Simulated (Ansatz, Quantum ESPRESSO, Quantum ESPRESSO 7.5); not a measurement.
**Evanescent states of LiF, rock salt type, lattice constant set to 4.128 Å**

How good a tunnel barrier is LiF, rock salt type, lattice constant set to 4.128 Å?

Main program and level: Quantum ESPRESSO 7.5; plane-wave DFT, LDA, GBRV ultrasoft pseudopotentials (cross-check by Ansatz 0.2.0 with PAW datasets).

The structure was built from a prototype and need not be the compound's stable phase.

## Step 1: The starting structure

Symmetry: Fm-3m, No. 225, cubic system. The conventional cell has a = 4.128 Å, b = 4.128 Å, c = 4.128 Å, α = 90.00°, β = 90.00°, γ = 90.00°. Nearest to Li lie 6 F at 2.06 Å. Nearest to F lie 6 Li at 2.06 Å. Farther neighbours and most contacts between anions are not listed.

## Step 2: SCF with pw.x

pwcond needs a cell whose third axis lies along the current and stands perpendicular to the other two.

scf.in reads:

```
&control
  prefix = 'scf'
  outdir = './out'
  pseudo_dir = './pseudo'
  calculation = 'scf'
  tprnfor = .true.
/
&system
  ibrav = 0
  nat = 4
  ntyp = 2
  ecutwfc = 40
  ecutrho = 200
  occupations = 'fixed'
  nbnd = 14
/
&electrons
  conv_thr = 1e-09
  mixing_beta = 0.6
  electron_maxstep = 120
/
ATOMIC_SPECIES
  Li  6.9400  li_lda_v1.4.uspp.F.UPF
  F   18.9984  f_lda_v1.4.uspp.F.UPF
CELL_PARAMETERS angstrom
  2.91893679273807 0.00000000000000 0.00000000000000
  0.00000000000000 2.91893679273807 0.00000000000000
  0.00000000000000 0.00000000000000 4.12800000000000
ATOMIC_POSITIONS crystal
  Li  0.000000000000 0.000000000000 0.000000000000
  F   0.500000000000 0.500000000000 0.000000000000
  Li  0.500000000000 0.500000000000 0.500000000000
  F   0.000000000000 0.000000000000 0.500000000000
K_POINTS automatic
  8 8 6 0 0 0
```

The run is started by

```
$ OMP_NUM_THREADS=1 mpirun -n 2 pw.x -nk 2 -in scf.in > scf.out
```

The program printed:

```text
Program PWSCF v.7.5 starts
[citation notice left out]

     Parallel version (MPI & OpenMP), running on       2 processor cores
     Number of MPI processes:                 2
     Threads/MPI process:                     1

     MPI processes distributed on     1 nodes
[...]
Current dimensions of program PWSCF are:
     Max number of different atomic species (ntypx) = 10
     Max number of k-points (npk) =  40000
     Max angular momentum in pseudopotentials (lmaxx) =  4
     Found identity + ( -0.5000 -0.5000 -0.5000) symmetry
     This is a supercell, fractional translations are disabled
     Message from routine setup:
     using ibrav=0 with symmetry is DISCOURAGED, use correct ibrav instead

     K-points division:     npool     =       2
     Subspace diagonalization in iterative solution of the eigenvalue problem:
     a serial algorithm will be used

     G-vector sticks info
     --------------------
     sticks:   dense  smooth     PW     G-vecs:    dense   smooth      PW
     Sum         489     385    129                11427     8103    1489

     Using Slab Decomposition

     bravais-lattice index     =            0
     lattice parameter (alat)  =       5.5160  a.u.
     unit-cell volume          =     237.3481 (a.u.)^3
     number of atoms/cell      =            4
     number of atomic types    =            2
     number of electrons       =        20.00
     number of Kohn-Sham states=           14
     kinetic-energy cutoff     =      40.0000  Ry
     charge density cutoff     =     200.0000  Ry
     scf convergence threshold =      1.0E-09
     mixing beta               =       0.6000
     number of iterations used =            8  plain     mixing
     Exchange-correlation=  SLA  PZ   NOGX NOGC
                           (   1   1   0   0   0   0   0)

     celldm(1)=   5.515991  celldm(2)=   0.000000  celldm(3)=   0.000000
     celldm(4)=   0.000000  celldm(5)=   0.000000  celldm(6)=   0.000000

     crystal axes: (cart. coord. in units of alat)
               a(1) = (   1.000000   0.000000   0.000000 )
               a(2) = (   0.000000   1.000000   0.000000 )
               a(3) = (   0.000000   0.000000   1.414214 )

     reciprocal axes: (cart. coord. in units 2 pi/alat)
               b(1) = (  1.000000  0.000000  0.000000 )
               b(2) = (  0.000000  1.000000  0.000000 )
               b(3) = (  0.000000  0.000000  0.707107 )

     PseudoPot. # 1 for Li read from file:
     ./pseudo/li_lda_v1.4.uspp.F.UPF
     Pseudo is Ultrasoft, Zval =  3.0
     Generated by new atomic code, or converted to UPF format
     Using radial grid of  751 points,  5 beta functions with:
                l(1) =   0
                l(2) =   0
                l(3) =   0
                l(4) =   1
                l(5) =   1
     Q(r) pseudized with 10 coefficients,  rinner =    1.150   1.150   1.150

     PseudoPot. # 2 for F  read from file:
     ./pseudo/f_lda_v1.4.uspp.F.UPF
     Pseudo is Ultrasoft, Zval =  7.0
     Generated by new atomic code, or converted to UPF format
     Using radial grid of  799 points,  4 beta functions with:
                l(1) =   0
                l(2) =   0
                l(3) =   1
                l(4) =   1
     Q(r) pseudized with  8 coefficients,  rinner =    0.950   0.950   0.950

     atomic species   valence    mass     pseudopotential
     Li                3.00     6.94000     Li( 1.00)
     F                 7.00    18.99840     F ( 1.00)

     16 Sym. Ops., with inversion, found

   Cartesian axes

     site n.     atom                  positions (alat units)
         1        Li     tau(   1) = (   0.0000000   0.0000000   0.0000000  )
         2        F      tau(   2) = (   0.5000000   0.5000000   0.0000000  )
         3        Li     tau(   3) = (   0.5000000   0.5000000   0.7071068  )
         4        F      tau(   4) = (   0.0000000   0.0000000   0.7071068  )

     number of k points=    60
                       cart. coord. in units 2pi/alat
        k(    1) = (   0.0000000   0.0000000   0.0000000), wk =   0.0052083
        k(    2) = (   0.0000000   0.0000000   0.1178511), wk =   0.0104167
        k(    3) = (   0.0000000   0.0000000   0.2357023), wk =   0.0104167
        k(    4) = (   0.0000000   0.0000000  -0.3535534), wk =   0.0052083
        k(    5) = (   0.0000000   0.1250000   0.0000000), wk =   0.0208333
        k(    6) = (   0.0000000   0.1250000   0.1178511), wk =   0.0416667
        k(    7) = (   0.0000000   0.1250000   0.2357023), wk =   0.0416667
        k(    8) = (   0.0000000   0.1250000  -0.3535534), wk =   0.0208333
        k(    9) = (   0.0000000   0.2500000   0.0000000), wk =   0.0208333
        k(   10) = (   0.0000000   0.2500000   0.1178511), wk =   0.0416667
[...]
k(   60) = (  -0.5000000  -0.5000000  -0.3535534), wk =   0.0052083

     Dense  grid:    11427 G-vectors     FFT dimensions: (  25,  25,  36)

     Smooth grid:     8103 G-vectors     FFT dimensions: (  24,  24,  32)

     Estimated max dynamical RAM per process >      19.81 MB

     Estimated total dynamical RAM >      36.82 MB

     Initial potential from superposition of free atoms

     starting charge      19.0985, renormalised to      20.0000
     Starting wfcs are   18 randomized atomic wfcs

     total cpu time spent up to now is        0.8 secs

     per-process dynamical memory:    18.9 Mb

     Self-consistent Calculation

     iteration #  1     ecut=    40.00 Ry     beta= 0.60
     Davidson diagonalization with overlap
     ethr =  1.00E-02,  avg # of iterations =  2.8

     Threshold (ethr) on eigenvalues was too large:
     Diagonalizing with lowered threshold

     Davidson diagonalization with overlap
     ethr =  4.25E-04,  avg # of iterations =  1.3

     total cpu time spent up to now is        1.2 secs

     total energy              =    -126.24878393 Ry
     estimated scf accuracy    <       0.08824417 Ry

     iteration #  2     ecut=    40.00 Ry     beta= 0.60
[...]
total energy              =    -126.26098562 Ry
     estimated scf accuracy    <       0.02431366 Ry

     iteration #  3     ecut=    40.00 Ry     beta= 0.60
[...]
total energy              =    -126.26589281 Ry
     estimated scf accuracy    <       0.00192568 Ry

     iteration #  4     ecut=    40.00 Ry     beta= 0.60
[...]
total energy              =    -126.26616541 Ry
     estimated scf accuracy    <       0.00001808 Ry

     iteration #  5     ecut=    40.00 Ry     beta= 0.60
[...]
total energy              =    -126.26617998 Ry
     estimated scf accuracy    <       0.00000629 Ry

     iteration #  6     ecut=    40.00 Ry     beta= 0.60
[...]
total energy              =    -126.26618078 Ry
     estimated scf accuracy    <       0.00000019 Ry

     iteration #  7     ecut=    40.00 Ry     beta= 0.60
[...]
total energy              =    -126.26618085 Ry
     estimated scf accuracy    <       0.00000001 Ry

     iteration #  8     ecut=    40.00 Ry     beta= 0.60
[...]
End of self-consistent calculation

          k = 0.0000 0.0000 0.0000 (  1023 PWs)   bands (ev):

   -39.9612 -39.8979 -19.4883 -18.8633  -2.8997  -1.0210  -1.0210  -0.0975
    -0.0974  -0.0974   8.0897  13.6616  15.6077  16.1728

          k = 0.0000 0.0000 0.1179 (  1028 PWs)   bands (ev):

   -39.9568 -39.9019 -19.4551 -18.9152  -2.6992  -0.9613  -0.9613  -0.2737
    -0.1614  -0.1614   8.3735  13.0236  15.8497  16.5986

          k = 0.0000 0.0000 0.2357 (  1016 PWs)   bands (ev):

   -39.9447 -39.9131 -19.3587 -19.0485  -2.1611  -0.7963  -0.7963  -0.7616
    -0.3344  -0.3344   9.1741  11.7352  16.5742  17.4231

          k = 0.0000 0.0000-0.3536 (  1008 PWs)   bands (ev):

   -39.9287 -39.9287 -19.2128 -19.2128  -1.4487  -1.4487  -0.5674  -0.5674
    -0.5674  -0.5674  10.3590  10.3590  17.7769  17.7769

          k = 0.0000 0.1250 0.0000 (  1031 PWs)   bands (ev):

   -39.9563 -39.8977 -19.4516 -18.8711  -2.7754  -1.1886  -0.9544  -0.3559
    -0.1721  -0.0960   8.3954  13.6845  14.8498  16.4158

          k = 0.0000 0.1250 0.1179 (  1021 PWs)   bands (ev):

   -39.9521 -39.9014 -19.4209 -18.9193  -2.6034  -1.1085  -0.8981  -0.6002
    -0.1546  -0.1269   8.6251  12.9812  15.1540  16.7721

[...]
highest occupied, lowest unoccupied level (ev):    -0.0960    8.0897

!    total energy              =    -126.26618085 Ry
     estimated scf accuracy    <          7.4E-10 Ry

     The total energy is the sum of the following terms:
     one-electron contribution =     -57.16799531 Ry
     hartree contribution      =      35.75432113 Ry
     xc contribution           =     -24.93988146 Ry
     ewald contribution        =     -79.91262521 Ry

     convergence has been achieved in   8 iterations

     Forces acting on atoms (cartesian axes, Ry/au):

     atom    1 type  1   force =     0.00000000    0.00000000    0.00000000
     atom    2 type  2   force =     0.00000000    0.00000000    0.00000000
     atom    3 type  1   force =     0.00000000    0.00000000    0.00000000
     atom    4 type  2   force =     0.00000000    0.00000000    0.00000000

     Total force =     0.000000     Total SCF correction =     0.000000

[...]
=------------------------------------------------------------------------------=
   JOB DONE.
=------------------------------------------------------------------------------=
```

It took 3.8 s on 2 MPI ranks of Intel Xeon 6975P-C (Granite Rapids), shared host; peak memory 0.13 GiB.

This step gave:

```
free energy                          : -1717.9389 eV
valence top, on the run's zero       : -0.09597 eV
conduction bottom, on the run's zero : 8.090 eV
gap by band count                    : 8.186 eV
```

The run needed 8 iterations to bring the estimated error under 1e-09 Ry.

[end of part 1 of 3]

[Logs are printed without paths, hosts, clocks, repeated set-up lines and the standing remarks that a program may print on its own settings, such as how far it seeks lower states.]

[Hosts, paths, dates, database ids (printed as entryN), source tags and the programs' standing remarks are cut or masked in the printed files.]

[Maps of the electrostatic potential energy from Ansatz leave out the sawtooth potential of an applied field or a dipole correction, so their vacuum need not be flat; planar profiles and work functions include it.]
